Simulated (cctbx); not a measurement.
# What resolution and counting buy: Cu2AgS2

Space group Pnma (no. 62), a = 7.1170 Å, b = 3.3770 Å, c = 15.6190 Å, α = 90.00°, β = 90.00°, γ = 90.00°.

| atom | mult. | x | y | z | Ueq (Å²) |
| --- | --- | --- | --- | --- | --- |
| Ag1 | 4 | 0.3555 | 3/4 | 0.4178 | 0.0141 |
| Cu1 | 4 | 0.3848 | 3/4 | 0.7426 | 0.0167 |
| Cu2 | 4 | 0.8646 | 3/4 | 0.3915 | 0.0150 |
| S1 | 4 | 0.9194 | 3/4 | 0.6169 | 0.0140 |
| S2 | 4 | 0.3491 | 3/4 | 0.5994 | 0.0185 |

The model was made for the exercise: a known structure type with other elements put in, its volume estimated, not relaxed; displacement parameters are assumed.

Five simulated data sets (cctbx; Ag Kα, λ = 0.56087 Å; 2 % proportional error) differ in resolution or exposure (noise floor 15 counts in the first three, 8 in the last two). Each is refined with the right model, isotropic at 1.1 Å and anisotropic otherwise. How do the figures of merit and the uncertainties move?

| d min (Å) | top counts | ⟨I/σ⟩ (unmerged, absences included) | unique | param. (scale apart) | Rint | R1 | GooF | largest s.u. xyz (fractional) | s.u. U of S1 (Å²) | largest error (Å) |
| --- | --- | --- | --- | --- | --- | --- | --- | --- | --- | --- |
| 1.1 | 40000 | 14.9 | 184 | 15 | 0.022 | 0.0229 | 2.52 | 0.00060 | 0.0012 | 0.0053 |
| 0.84 | 40000 | 12.4 | 390 | 30 | 0.026 | 0.0125 | 0.93 | 0.00015 | 0.0005 | 0.0012 |
| 0.6 | 40000 | 8.5 | 1034 | 30 | 0.040 | 0.0170 | 0.93 | 0.00010 | 0.0003 | 0.0009 |
| 0.75 | 300 | 0.5 | 549 | 30 | 0.591 | 0.1099 | 0.91 | 0.00377 | 0.0098 | 0.0729 |
| 0.75 | 3000 | 3.1 | 549 | 30 | 0.125 | 0.0367 | 0.91 | 0.00059 | 0.0016 | 0.0070 |

GooF reaches 2.52 where the model lacks something that the data hold (anisotropy at the isotropic level, for one). The s.u. of U for S1 goes 0.0012, 0.0005, 0.0003 Å² with resolution and 0.0098, 0.0016 Å² with exposure.

The 1.1 Å row also differs in its displacement model, so it isn't a clean test of resolution.

Hardware for the 0.6 Å refinement: 0.5 s on 1 thread of Arm Neoverse V2 (shared host), peak memory 0.09 GiB.
